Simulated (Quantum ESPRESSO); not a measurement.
**AlGaAs2 (P-4m2): zone-centre phonons**

Aim: the zone-centre modes of AlGaAs2 (P-4m2).

Main program and level: Quantum ESPRESSO 7.5; DFT LDA, scalar-relativistic, plane waves, GBRV ultrasoft pseudopotentials.

The structure was built from a prototype and need not be the compound's stable phase.

## (1) The starting structure

Symmetry: P-4m2, No. 115, tetragonal system. The conventional cell has a = 3.999 Å, b = 3.999 Å, c = 5.655 Å, α = 90.00°, β = 90.00°, γ = 90.00°. Ga has 4 As at 2.45 Å nearest. Nearest to Al lie 4 As at 2.45 Å. Nearest to As lie 2 Al at 2.45 Å and 2 Ga at 2.45 Å. Farther neighbours are not listed.

## (2) A probe with smearing

A cheap run with smearing and empty bands tells whether the crystal has a gap, which decides between fixed occupations and smearing later on.

probe.in reads:

```
 &control
    calculation='scf',
    prefix='x',
    outdir='./tmp',
    pseudo_dir='./pseudo',
    tprnfor=.true.,
    tstress=.true.,
    verbosity='high',
 /
 &system
    ibrav=6,
    celldm(1)=7.55642678,
    celldm(3)=1.41421356,
    nat=4,
    ntyp=3,
    ecutwfc=50.0,
    ecutrho=300.0,
    occupations='smearing',
    smearing='gaussian',
    degauss=0.01,
 /
 &electrons
    conv_thr=1.0d-07,
    mixing_beta=0.7,
    electron_maxstep=100,
 /
ATOMIC_SPECIES
 Ga     69.7230  Ga.upf
 Al     26.9815  Al.upf
 As     74.9216  As.upf
ATOMIC_POSITIONS crystal
 Ga     0.000000000   0.000000000   0.000000000
 Al     0.500000000   0.500000000   0.500000000
 As     0.000000000   0.500000000   0.750000000
 As     0.500000000   0.000000000   0.250000000
K_POINTS automatic
 4 4 4 0 0 0
```

The run is started by

```bash
$ OMP_NUM_THREADS=1 mpirun -n 4 pw.x -nk 4 -in probe.in > probe.out
```

The log of the run:

```text
[banners, grids, parts of the stress and lines that vanish by symmetry left out]
Program PWSCF v.7.5
     bravais-lattice index     =            6
     lattice parameter (alat)  =       7.5564  a.u.
[...]
kinetic-energy cutoff     =      50.0000  Ry
     charge density cutoff     =     300.0000  Ry
     scf convergence threshold =      1.0E-07
[...]
Exchange-correlation= SLA  PZ   NOGX NOGC
                           (   1   1   0   0   0   0   0)
[...]
8 Sym. Ops. (no inversion) found
[...]
(     0          1          0      )
                  (     0          0          1      )
[...]
(  0.0000000  1.0000000  0.0000000 )
                  (  0.0000000  0.0000000  1.0000000 )
[...]
(     0         -1          0      )
                  (     0          0          1      )
[...]
(     0          0         -1      )
[...]
( -1.0000000  0.0000000  0.0000000 )
                  (  0.0000000  0.0000000 -1.0000000 )
[...]
number of k points=    18  Gaussian smearing, width (Ry)=  0.0100
[...]
End of self-consistent calculation
[...]
the Fermi energy is     6.2871 ev
!    total energy              =    -501.33598042 Ry
[...]
convergence has been achieved in   9 iterations
[...]
atom    1 type  1   force =     0.00000000    0.00000000    0.00000000
     atom    2 type  2   force =     0.00000000    0.00000000    0.00000000
     atom    3 type  3   force =     0.00000000    0.00000000   -0.00054627
     atom    4 type  3   force =     0.00000000    0.00000000    0.00054627
[...]
Total force =     0.000773     Total SCF correction =     0.000046
[...]
total   stress  (Ry/bohr**3)                   (kbar)     P=       -9.54
[...]
XML data file, charge density, pseudopotentials, collected wavefunctions

   JOB DONE.
```

It took 11 s on 4 MPI ranks of Intel Xeon at 2.70GHz, shared host.

Numbers from this step:

```yaml
volume_per_atom: 22.61 Å³
pressure: -0.9537 GPa
gap_on_the_k_mesh: 0.9138 eV
```

A gap of 0.91 eV opens on this mesh, so the crystal is taken as an insulator; the start stands at -0.95 GPa.

## (3) Relaxation

The relaxation runs at a cutoff a fifth above that of the response, since stress converges more slowly with the basis than frequencies do. Forces and stress are brought to rest with tight thresholds.

relax.in reads:

```
 &control
    calculation='vc-relax',
    prefix='x',
    outdir='./tmp',
    pseudo_dir='./pseudo',
    tprnfor=.true.,
    tstress=.true.,
    forc_conv_thr=2.0d-05,
    etot_conv_thr=1.0d-07,
    nstep=40,
 /
 &system
    ibrav=6,
    celldm(1)=7.55642678,
    celldm(3)=1.41421356,
    nat=4,
    ntyp=3,
    ecutwfc=60,
    ecutrho=360.0,
    occupations='fixed',
    nbnd=18,
 /
 &electrons
    conv_thr=1.0d-11,
    mixing_beta=0.7,
    electron_maxstep=100,
 /
 &ions
 /
 &cell
    press_conv_thr=0.2,
 /
ATOMIC_SPECIES
 Ga     69.7230  Ga.upf
 Al     26.9815  Al.upf
 As     74.9216  As.upf
ATOMIC_POSITIONS crystal
 Ga     0.000000000   0.000000000   0.000000000
 Al     0.500000000   0.500000000   0.500000000
 As     0.000000000   0.500000000   0.750000000
 As     0.500000000   0.000000000   0.250000000
K_POINTS automatic
 6 6 4 0 0 0
```

The run is started by

```bash
$ OMP_NUM_THREADS=1 mpirun -n 4 pw.x -nk 4 -in relax.in > relax.out
```

The log of the run:

```text
[banners, grids, parts of the stress and lines that vanish by symmetry left out]
[banner, memory and clock lines left out]
Program PWSCF v.7.5

[...]
kinetic-energy cutoff     =      60.0000  Ry
     charge density cutoff     =     360.0000  Ry
     scf convergence threshold =      1.0E-11
[...]
energy convergence thresh.=      1.0E-07
     force convergence thresh. =      2.0E-05
     press convergence thresh. =      2.0E-01
     Exchange-correlation= SLA  PZ   NOGX NOGC
                           (   1   1   0   0   0   0   0)
[...]
8 Sym. Ops. (no inversion) found
[...]
number of k points=    30
[...]
End of self-consistent calculation
[...]
highest occupied, lowest unoccupied level (ev):     5.8107    6.7331
!    total energy              =    -501.34360008 Ry
[...]
convergence has been achieved in  12 iterations
[...]
atom    1 type  1   force =     0.00000000    0.00000000    0.00000000
     atom    2 type  2   force =     0.00000000    0.00000000    0.00000000
     atom    3 type  3   force =     0.00000000    0.00000000    0.00006906
     atom    4 type  3   force =     0.00000000    0.00000000   -0.00006906
     Total force =     0.000098     Total SCF correction =     0.000003
[...]
total   stress  (Ry/bohr**3)                   (kbar)     P=      -12.15
[...]
number of bfgs steps    =   0
[...]
CELL_PARAMETERS (alat=  7.55642678)
[...]
ATOMIC_POSITIONS (crystal)
Ga               0.0000000000        0.0000000000        0.0000000000
Al               0.5000000000        0.5000000000        0.5000000000
As               0.0000000000        0.5000000000        0.7500064621
As               0.5000000000        0.0000000000        0.2499935379
[...]
New effective cutoffs (rho, wfc):  361.53   60.28
[...]
End of self-consistent calculation
[...]
highest occupied, lowest unoccupied level (ev):     5.8788    6.8393
!    total energy              =    -501.34385509 Ry
[...]
convergence has been achieved in   7 iterations
[...]
atom    1 type  1   force =     0.00000000    0.00000000    0.00000000
     atom    2 type  2   force =     0.00000000    0.00000000    0.00000000
     atom    3 type  3   force =     0.00000000    0.00000000    0.00006875
     atom    4 type  3   force =     0.00000000    0.00000000   -0.00006875
     Total force =     0.000097     Total SCF correction =     0.000002
[...]
total   stress  (Ry/bohr**3)                   (kbar)     P=       -7.79
[...]
number of bfgs steps    =   1
[...]
CELL_PARAMETERS (alat=  7.55642678)
[...]
ATOMIC_POSITIONS (crystal)
[...]
New effective cutoffs (rho, wfc):  364.03   60.70
[...]
End of self-consistent calculation
[...]
highest occupied, lowest unoccupied level (ev):     5.9770    6.9739
!    total energy              =    -501.34402075 Ry
[...]
convergence has been achieved in   9 iterations
[...]
atom    1 type  1   force =     0.00000000    0.00000000    0.00000000
     atom    2 type  2   force =     0.00000000    0.00000000    0.00000000
     atom    3 type  3   force =     0.00000000    0.00000000    0.00003660
     atom    4 type  3   force =     0.00000000    0.00000000   -0.00003660
     Total force =     0.000052     Total SCF correction =     0.000000
[...]
total   stress  (Ry/bohr**3)                   (kbar)     P=       -1.30
[...]
convergence has been achieved in   9 iterations
[...]
Total force =     0.000063     Total SCF correction =     0.000000
[...]
total   stress  (Ry/bohr**3)                   (kbar)     P=        0.03
[...]
number of bfgs steps    =   7
[...]
highest occupied, lowest unoccupied level (ev):     5.9918    6.9991
!    total energy              =    -501.34403113 Ry
[...]
convergence has been achieved in   7 iterations
[...]
Total force =     0.000049     Total SCF correction =     0.000000
[...]
total   stress  (Ry/bohr**3)                   (kbar)     P=        0.00
[...]
number of bfgs steps    =   8
[...]
small trust_radius: resetting bfgs history
[...]
New effective cutoffs (rho, wfc):  365.65   60.99
[...]
highest occupied, lowest unoccupied level (ev):     5.9918    6.9991
!    total energy              =    -501.34403113 Ry
[...]
convergence has been achieved in   5 iterations
[...]
Total force =     0.000036     Total SCF correction =     0.000000
[...]
total   stress  (Ry/bohr**3)                   (kbar)     P=        0.00
[...]
number of bfgs steps    =   9
[...]
Message from routine bfgs :: compute_trust_radius:
[...]
small trust_radius: resetting bfgs history
[...]
CELL_PARAMETERS (alat=  7.55642678)
[...]
ATOMIC_POSITIONS (crystal)
[...]
New effective cutoffs (rho, wfc):  365.65   60.99
[...]
End of self-consistent calculation
[...]
highest occupied, lowest unoccupied level (ev):     5.9918    6.9991
!    total energy              =    -501.34403114 Ry
[...]
convergence has been achieved in   5 iterations
[...]
atom    1 type  1   force =     0.00000000    0.00000000    0.00000000
     atom    2 type  2   force =     0.00000000    0.00000000    0.00000000
     atom    3 type  3   force =     0.00000000    0.00000000   -0.00001872
     atom    4 type  3   force =     0.00000000    0.00000000    0.00001872
     Total force =     0.000026     Total SCF correction =     0.000000
[...]
total   stress  (Ry/bohr**3)                   (kbar)     P=        0.00
[...]
bfgs converged in  11 scf cycles and  10 bfgs steps
[...]
End of BFGS Geometry Optimization
     Final enthalpy           =    -501.3440311352 Ry
     File ./tmp/x.bfgs deleted, as requested
[...]
CELL_PARAMETERS (alat=  7.55642678)
[...]
ATOMIC_POSITIONS (crystal)
[...]
As               0.0000000000        0.5000000000        0.7500082837
As               0.5000000000        0.0000000000        0.2499917163
[...]
Final scf calculation at the relaxed structure.
[...]
kinetic-energy cutoff     =      60.0000  Ry
     charge density cutoff     =     360.0000  Ry
     scf convergence threshold =      1.0E-13
[...]
press convergence thresh. =      2.0E-01
     Exchange-correlation= SLA  PZ   NOGX NOGC
                           (   1   1   0   0   0   0   0)
[...]
8 Sym. Ops. (no inversion) found
[...]
number of k points=    30
[...]
c_bands:  1 eigenvalues not converged
     c_bands:  1 eigenvalues not converged
[...]
End of self-consistent calculation
[...]
highest occupied, lowest unoccupied level (ev):     5.9919    6.9991
!    total energy              =    -501.34398031 Ry
[...]
convergence has been achieved in  15 iterations
[...]
atom    1 type  1   force =     0.00000000    0.00000000    0.00000000
     atom    2 type  2   force =     0.00000000    0.00000000    0.00000000
     atom    3 type  3   force =     0.00000000    0.00000000   -0.00002029
     atom    4 type  3   force =     0.00000000    0.00000000    0.00002029
     Total force =     0.000029     Total SCF correction =     0.000000
[...]
total   stress  (Ry/bohr**3)                   (kbar)     P=        0.07
[...]
XML data file, charge density, pseudopotentials, collected wavefunctions
```

Run time: 3 min. Hardware: 4 MPI ranks.

The steps of the relaxation:

```csv
step,energy less that of the first step (eV),largest force (eV/Å),pressure (GPa),volume (Å³)
1,0.0000,0.0018,-1.22,90.42
2,-0.0035,0.0018,-0.78,89.86
3,-0.0057,0.0009,-0.13,89.07
4,-0.0058,0.0003,0.01,88.90
5,-0.0058,0.0001,0.02,88.89
6,-0.0058,0.0004,0.02,88.89
7,-0.0059,0.0009,0.01,88.89
8,-0.0059,0.0011,0.00,88.91
9,-0.0059,0.0009,0.00,88.91
10,-0.0059,0.0007,0.00,88.91
11,-0.0059,0.0005,0.00,88.91
12,-0.0052,0.0005,0.01,88.91
```

```csv
"conventional cell, symmetrised",before,after,change
a (Å),3.999,3.982,-0.4 %
b (Å),3.999,3.982,-0.4 %
c (Å),5.655,5.608,-0.8 %
volume (Å³/atom),22.61,22.23,-1.7 %
```

The relaxed structure:

```xyz
4
Lattice="3.9816 0.0000 0.0000 0.0000 3.9816 0.0000 0.0000 0.0000 5.6084" Properties=species:S:1:pos:R:3 pbc="T T T"
Ga    0.0000    0.0000    0.0000
Al    1.9908    1.9908    2.8042
As    0.0000    1.9908    4.2063
As    1.9908    0.0000    1.4021
```

The last row of the table of steps is pw.x's closing run on a basis chosen anew for the final cell, so its energy can jump.

Numbers from this step:

```yaml
volume_per_atom: 22.23 Å³
pressure: 0.006667 GPa
gap_on_the_k_mesh: 1.007 eV
```

The volume changes by -1.7 % from the cell with which this run began.

## (4) Ground state

Perturbation theory inherits every error of the wavefunctions, so the threshold is set near the limit of the arithmetic. With a gap, occupations are fixed, which also allows the response to an electric field.

scf.in reads:

```
 &control
    calculation='scf',
    prefix='x',
    outdir='./tmp',
    pseudo_dir='./pseudo',
    tprnfor=.true.,
    tstress=.true.,
 /
 &system
    ibrav=6,
    celldm(1)=7.52406134,
    celldm(3)=1.40859316,
    nat=4,
    ntyp=3,
    ecutwfc=50.0,
    ecutrho=300.0,
    occupations='fixed',
    nbnd=18,
 /
 &electrons
    conv_thr=1.0d-12,
    mixing_beta=0.7,
    electron_maxstep=100,
 /
ATOMIC_SPECIES
 Ga     69.7230  Ga.upf
 Al     26.9815  Al.upf
 As     74.9216  As.upf
ATOMIC_POSITIONS crystal
 Ga     0.000000000   0.000000000   0.000000000
 Al     0.500000000   0.500000000   0.500000000
 As     0.000000000   0.500000000   0.750008284
 As     0.500000000   0.000000000   0.249991716
K_POINTS automatic
 8 8 4 0 0 0
```

The run is started by

```bash
$ OMP_NUM_THREADS=1 mpirun -n 4 pw.x -nk 4 -in scf.in > scf.out
```

The log of the run:

```text
[banners, grids, parts of the stress and lines that vanish by symmetry left out]
[banner, memory and clock lines left out]
Program PWSCF v.7.5

[...]
kinetic-energy cutoff     =      50.0000  Ry
     charge density cutoff     =     300.0000  Ry
     scf convergence threshold =      1.0E-12
[...]
Exchange-correlation= SLA  PZ   NOGX NOGC
                           (   1   1   0   0   0   0   0)
[...]
8 Sym. Ops. (no inversion) found
[...]
number of k points=    45
[...]
End of self-consistent calculation
[...]
highest occupied, lowest unoccupied level (ev):     5.9899    6.9988
!    total energy              =    -501.34415985 Ry
[...]
convergence has been achieved in  15 iterations
[...]
atom    1 type  1   force =     0.00000000    0.00000000    0.00000000
     atom    2 type  2   force =     0.00000000    0.00000000    0.00000000
     atom    3 type  3   force =     0.00000000    0.00000000    0.00003455
     atom    4 type  3   force =     0.00000000    0.00000000   -0.00003455
     Total force =     0.000049     Total SCF correction =     0.000000
[...]
total   stress  (Ry/bohr**3)                   (kbar)     P=        0.01
[...]
XML data file, charge density, pseudopotentials, collected wavefunctions
```

The job ended after 27 s (4 MPI ranks).

Numbers from this step:

| Property | Result |
| --- | --- |
| pressure | 3.33e-4 GPa |
| gap on the k-mesh | 1.009 eV |

The cell stands at 3.3e-4 GPa, close enough for phonons.

[end of part 1 of 3]

[Host names and launcher messages were left out of these logs when they were recorded.]

[Logs are printed without paths, hosts, clocks, repeated set-up lines and the standing remarks that a program may print on its own settings, such as how far it seeks lower states.]

[Hosts, paths, dates, database ids (printed as entryN), source tags and the programs' standing remarks are cut or masked in the printed files.]
